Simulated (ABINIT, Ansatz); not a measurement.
# VBiO4 (Clinobisvanite): G0W0 with ABINIT, start to end, part 2 of 3

How does a plane-wave GW calculation on VBiO4 (Clinobisvanite) run from the first input to the gap?

ABINIT 10.8.3; LDA and many-body steps on it, plane waves. Known limits of the many-body steps: not at the basis limit; no spin polarisation; d states lean on the start; no spin-orbit coupling; coarse k mesh.

So far. Step 2 (Ground state): The gap is indirect, with the least direct gap 0.04 eV higher.

## 3. Empty states on the mesh, 2×2×4 mesh, 265 bands

Level of this step: DFT, LDA, plane waves, norm-conserving pseudopotentials (ABINIT).

The sums over transitions need many empty states on a uniform mesh; this step solves for them.

Contents of run.abi:

```
acell 3*1.0 Angstrom
rprim 
  3.623583094700 -5.848600000000 -0.000000000000
  3.623583094700 5.848600000000 0.000000000000
  -3.550011012700 0.000000000000 3.647394391800
ntypat 3
znucl 23 83 8
natom 12
typat 1 1 2 2 3 3 3 3 3 3 3 3
xred 
  0.870000000000 0.130000000000 0.750000000000
  0.130000000000 0.870000000000 0.250000000000
  0.366500000000 0.633500000000 0.750000000000
  0.633500000000 0.366500000000 0.250000000000
  0.938300000000 0.354700000000 0.638800000000
  0.645300000000 0.061700000000 0.861200000000
  0.061700000000 0.645300000000 0.361200000000
  0.354700000000 0.938300000000 0.138800000000
  0.811300000000 0.709900000000 0.879600000000
  0.290100000000 0.188700000000 0.620400000000
  0.188700000000 0.290100000000 0.120400000000
  0.709900000000 0.811300000000 0.379600000000
pp_dirpath "pseudos"
pseudos "V.upf, Bi.upf, O.upf"
ecut 42
ngkpt 2 2 4
nshiftk 1
shiftk 0 0 0
kptopt 1
chksymbreak 0
iscf -2
irdden 1
istwfk *1
nband 265
nbdbuf 24
tolwfr 1e-09
nstep 60
prtvol 0
indata_prefix "in"
outdata_prefix "out"
tmpdata_prefix "tmp"
```

Command:

```console
OMP_NUM_THREADS=1 mpirun -n 8 abinit run.abi > log
```

Numbers of over 12 decimals in the logs are rounded to 6 here.

The program printed:

```text
.Version 10.8.3 of ABINIT. v10.8.2 released Aug 2026.

 Symmetries : space group C2/c (# 15); Bravais mC (1-face-center monocl.)
[... echo of the input left out ...]
== DATASET  1 ==================================================================
-   mpi_nproc: 8, omp_nthreads: 1 (-1 if OMP is not activated)
-    --> not optimal distribution: autoparal keyword recommended in input file <--

--- !DatasetInfo
iteration_state: {dtset: 1, }
dimensions: {natom: 12, nkpt: 9, mband: 265, nsppol: 1, nspinor: 1, nspden: 1, mpw: 13589, }
cutoff_energies: {ecut:  42.0, pawecutdg:  -1.0, }
electrons: {nelect:   1.20000000E+02, charge:   0.00000000E+00, occopt:   1.00000000E+00, tsmear:   1.00000000E-02, }

 Real(R)+Recip(G) space primitive vectors, cartesian coordinates (Bohr,Bohr^-1):
 R(1)=  6.8475796-11.0522522  0.0000000  G(1)=  0.0730185 -0.0452396  0.0710689
 R(2)=  6.8475796 11.0522522  0.0000000  G(2)=  0.0730185  0.0452396  0.0710689
 R(3)= -6.7085486  0.0000000  6.8925765  G(3)=  0.0000000  0.0000000  0.1450836
 Unit cell volume ucvol=  1.0432766E+03 bohr^3
 Angles (23,13,12)=  1.11551715E+02  1.11551715E+02  1.16438255E+02 degrees

 getcut: wavevector=  0.0000  0.0000  0.0000  ngfft=  80  80  60
         ecut(hartree)=     42.000   => boxcut(ratio)=   2.10928

--- Pseudopotential description ------------------------------------------------
- V Generated using ONCVPSP code by D. R. Hamann
- 23.00000  13.00000  180309                  znucl, zion, pspdat
12 -1012 2 -1 1518                            pspcod,pspxc,lmax,lloc,mmax
     nproj     2     2     2
  pspatm : epsatm=   13.97969020
         --- l  ekb(1:nproj) -->
             0   11.788805    1.386654
             1    1.837479   -0.152076
             2   -5.013500   -1.627294
 pspatm: atomic psp has been read  and splines computed

- Bi Generated using ONCVPSP code by D. R. Hamann
- 83.00000  23.00000  180309                  znucl, zion, pspdat
12 -1012 2 -1 1454                            pspcod,pspxc,lmax,lloc,mmax
     nproj     2     2     2
  pspatm : epsatm=   28.50282335
         --- l  ekb(1:nproj) -->
[...]
pspatm: atomic psp has been read  and splines computed

- O Generated using ONCVPSP code by D. R. Hamann
-  8.00000   6.00000  201201                  znucl, zion, pspdat
12 -1012 2 -1 926                             pspcod,pspxc,lmax,lloc,mmax
     nproj     2     2     1
  pspatm : epsatm=    6.24525921
         --- l  ekb(1:nproj) -->
[...]
2   -1.033686
 pspatm: atomic psp has been read  and splines computed

--------------------------------------------------------------------------------

================================================================================
 prteigrs : about to open file out_EIG
 Non-SCF case, kpt    1 (  0.00000  0.00000  0.00000), residuals and eigenvalues=
[...]
3.70E-04
 -5.4031E+00 -5.4031E+00 -3.1227E+00 -3.1227E+00 -3.1224E+00 -3.1224E+00
 -3.1217E+00 -3.1217E+00 -2.1339E+00 -2.1339E+00 -1.1909E+00 -1.1907E+00
 -1.1885E+00 -1.1881E+00 -1.1880E+00 -1.1879E+00 -6.0046E-01 -5.9925E-01
[...]
2.3700E+00  2.3711E+00  2.3845E+00  2.3976E+00  2.4101E+00  2.4133E+00
  2.4142E+00  2.4165E+00  2.4442E+00  2.4556E+00  2.4630E+00  2.4728E+00
  2.4975E+00
 prteigrs : prtvol=0 or 1, do not print more k-points.

--- !ResultsGS
iteration_state: {dtset: 1, }
comment   : Summary of ground state results
lattice_vectors:
- [  6.8475796, -11.0522522,  -0.0000000, ]
- [  6.8475796,  11.0522522,   0.0000000, ]
- [ -6.7085486,   0.0000000,   6.8925765, ]
lattice_lengths: [  13.00160,   13.00160,    9.61833, ]
lattice_angles: [111.552, 111.552, 116.438, ] # degrees, (23, 13, 12)
lattice_volume:   1.0432766E+03
convergence: {deltae:  0.000E+00, res2:  0.000E+00, residm:  9.989E-10, diffor:  0.000E+00, }
etotal    :  -7.44311343E+02
entropy   :   0.00000000E+00
fermie    :   1.98658502E-01
cartesian_stress_tensor: null
pressure_GPa: null
xred      :
- [  8.7000E-01,   1.3000E-01,   7.5000E-01,  V]
- [  1.3000E-01,   8.7000E-01,   2.5000E-01,  V]
- [  3.6650E-01,   6.3350E-01,   7.5000E-01, Bi]
- [  6.3350E-01,   3.6650E-01,   2.5000E-01, Bi]
- [  9.3830E-01,   3.5470E-01,   6.3880E-01,  O]
- [  6.4530E-01,   6.1700E-02,   8.6120E-01,  O]
- [  6.1700E-02,   6.4530E-01,   3.6120E-01,  O]
[...]
- [  1.8870E-01,   2.9010E-01,   1.2040E-01,  O]
- [  7.0990E-01,   8.1130E-01,   3.7960E-01,  O]
cartesian_forces: null
force_length_stats: {min: null, max: null, mean: null, }

 Integrated electronic density in atomic spheres:
 ------------------------------------------------
 Atom  Sphere_radius  Integrated_density
[...]
================================================================================

 ----iterations are completed or convergence reached----

 Mean square residual over all n,k,spin=   40.021E-11; max=  99.887E-11
 reduced coordinates (array xred) for   12 atoms
[...]
0.188700000000      0.290100000000      0.120400000000
       0.709900000000      0.811300000000      0.379600000000

 cartesian coordinates (angstrom) at end:
    1      0.961075    -4.327964     2.735546
    2      2.736080     4.327964     0.911849
    3      0.961075     1.561576     2.735546
[...]
11      1.307550     0.593048     0.439146
   12      4.164610     0.593048     1.384551
 length scales=  1.889726125908  1.889726125908  1.889726125908 bohr
              =  1.000000000000  1.000000000000  1.000000000000 angstroms
 prteigrs : about to open file out_EIG
 Eigenvalues (hartree) for nkpt=   9  k points:
 kpt#   1, nband=265, wtk=  0.06250, kpt=  0.0000  0.0000  0.0000 (reduced coord)
[...]
2.30626    2.31627    2.32603    2.32663    2.36996    2.37106    2.38455    2.39761
   2.41013    2.41330    2.41423    2.41653    2.44422    2.45563    2.46299    2.47275
   2.49747
 prteigrs : prtvol=0 or 1, do not print more k-points.

== END DATASET(S) ==============================================================
================================================================================

 -outvars: echo values of variables after computation  --------
            nband         265
             nkpt           9
          spgroup          15
 [... the other variables as echoed above ...]

 Calculation completed.
```

Elapsed: 6.6 min, on 8 MPI ranks of Arm Neoverse V2, shared host; peak memory 1.4 GiB; 53 min of CPU time.

This step gave:

```
gap                                                           : 2.325 eV
k of the valence top                                          : 0, 0, 0.25
k of the conduction bottom                                    : 0.5, 0, 0.5
least direct gap                                              : 2.381 eV
k points computed                                             : 9
lowest point of the top converged band, above the valence top : 55.8636 eV
```

On this mesh the gap is 2.325 eV.

## 4. Screening, 2×2×4 mesh, 241 bands, screening to 149.7 eV

The RPA dielectric matrix is built and inverted for each q.

This step: RPA screening on LDA, plane waves, norm-conserving pseudopotentials.

Changes to run.abi since step 3:

```diff
@@ -30,10 +30,11 @@
 chksymbreak 0
-iscf -2
-irdden 1
 istwfk *1
-nband 265
-nbdbuf 24
-tolwfr 1e-09
-nstep 60
-prtvol 0
+occopt 1
+irdwfk 1
+optdriver 3
+nband 241
+ecuteps 5.5
+inclvkb 2
+awtr 1
+symchi 1
 indata_prefix "in"
@@ -41 +42,2 @@
 tmpdata_prefix "tmp"
+fftgw 31
```

The program printed:

```text
.Version 10.8.3 of ABINIT. v10.8.2 released Aug 2026.

 Symmetries : space group C2/c (# 15); Bravais mC (1-face-center monocl.)
[... echo of the input left out ...]
== DATASET  1 ==================================================================
-   mpi_nproc: 8, omp_nthreads: 1 (-1 if OMP is not activated)

--- !DatasetInfo
iteration_state: {dtset: 1, }
dimensions: {natom: 12, nkpt: 9, mband: 241, nsppol: 1, nspinor: 1, nspden: 1, mpw: 13589, }
cutoff_energies: {ecut:  42.0, pawecutdg:  -1.0, }
electrons: {nelect:   1.20000000E+02, charge:   0.00000000E+00, occopt:   1.00000000E+00, tsmear:   1.00000000E-02, }

 SCREENING: Calculation of the susceptibility and dielectric matrices

 Based on a program developped by R.W. Godby, V. Olevano, G. Onida, and L. Reining.
 Incorporated in ABINIT by V. Olevano, G.-M. Rignanese, and M. Torrent.
.Using double precision arithmetic ; gwpc =  8

[... cell and pseudopotentials left out ...]
--------------------------------------------------------------------------------

 ==== K-mesh for the wavefunctions ====
 Number of points in the irreducible wedge :     9
[... list of points left out ...]
 Together with  4 symmetry operations and time-reversal symmetry
 yields    16 points in the full Brillouin Zone.

 ==== Q-mesh for the screening function ====
 Number of points in the irreducible wedge :     9
[... list of points left out ...]
 Together with  4 symmetry operations and time-reversal symmetry
 yields    16 points in the full Brillouin Zone.

 setmesh: FFT mesh size selected  =    60x   60x   48
          total number of points  =       172800

 vcoul_init : cutoff-mode = AUXILIARY_FUNCTION
 q-points for optical limit:   1
     1)      0.000010    0.000020    0.000030

- screening: taking advantage of time-reversal symmetry
- Maximum band index for partially occupied states nbvw = 60
- Remaining bands to be divided among processors   nbcw = 181
- Number of bands treated by each node ~22

 Number of electrons calculated from density =  120.0000; Expected =  120.0000
 average of density, n =  0.115022
 r_s =    1.2756
 omega_plasma =   32.7150 [eV]

 calculating chi0 at frequencies [eV] :
  1    0.000000E+00    0.000000E+00
  2    0.000000E+00    3.271497E+01

--------------------------------------------------------------------------------
  q-point number  1        q = ( 0.000000, 0.000000, 0.000000) [r.l.u.]
--------------------------------------------------------------------------------
[... chi0 elements left out ...]
 For q-point:  0.000010 0.000020 0.000030
  dielectric constant =   7.2785
  dielectric constant without local fields =   8.5071

  Average fulfillment of the sum rule on Im[epsilon] for q-point    1 :     56.58  [%]
[... wings left out ...]
  q-point number  2        q = ( 0.500000, 0.000000, 0.000000) [r.l.u.]
--------------------------------------------------------------------------------
[... chi0 elements left out ...]
  Average fulfillment of the sum rule on Im[epsilon] for q-point    2 :     61.61  [%]

 [... 7 further q-points ...]
```

The job ended after 12 min (8 MPI ranks; peak memory 19 GiB).

Numbers from this step:

```yaml
eps_infinity_with_local_fields_on_this_mesh_along_the_program_s_q_direction: 7.279
the_same_without_local_fields: 8.507
plasma_frequency: 32.72 eV
plane_waves_in_the_screening_matrix: 627
```

Local fields lower ε∞ by 14 %. On a Γ-centred mesh this coarse the value itself is usually too large, while a short band sum pulls it down.

[end of part 2 of 3]

[Paths, hosts, dates, memory and timing lines, banners, echoed tables and standing remarks are left out of the program output.]

[Logs are printed without paths, hosts, clocks, repeated set-up lines and the standing remarks that a program may print on its own settings, such as how far it seeks lower states.]

[Runs of the session that timed out or met a known fault of the program may be left out.]

[Hosts, paths, dates, database ids (printed as entryN), source tags and the programs' standing remarks are cut or masked in the printed files.]

[G0W0 gaps are taken among the corrected bands and points alone; a level outside them can change the order at an edge.]

[Where Ansatz stands beside ABINIT at settings called matched, ABINIT's density can come from a denser mesh and the files from another edition; pairs whose starting gaps differed by over 0.03 eV were left out, so agreement reads better than it is.]
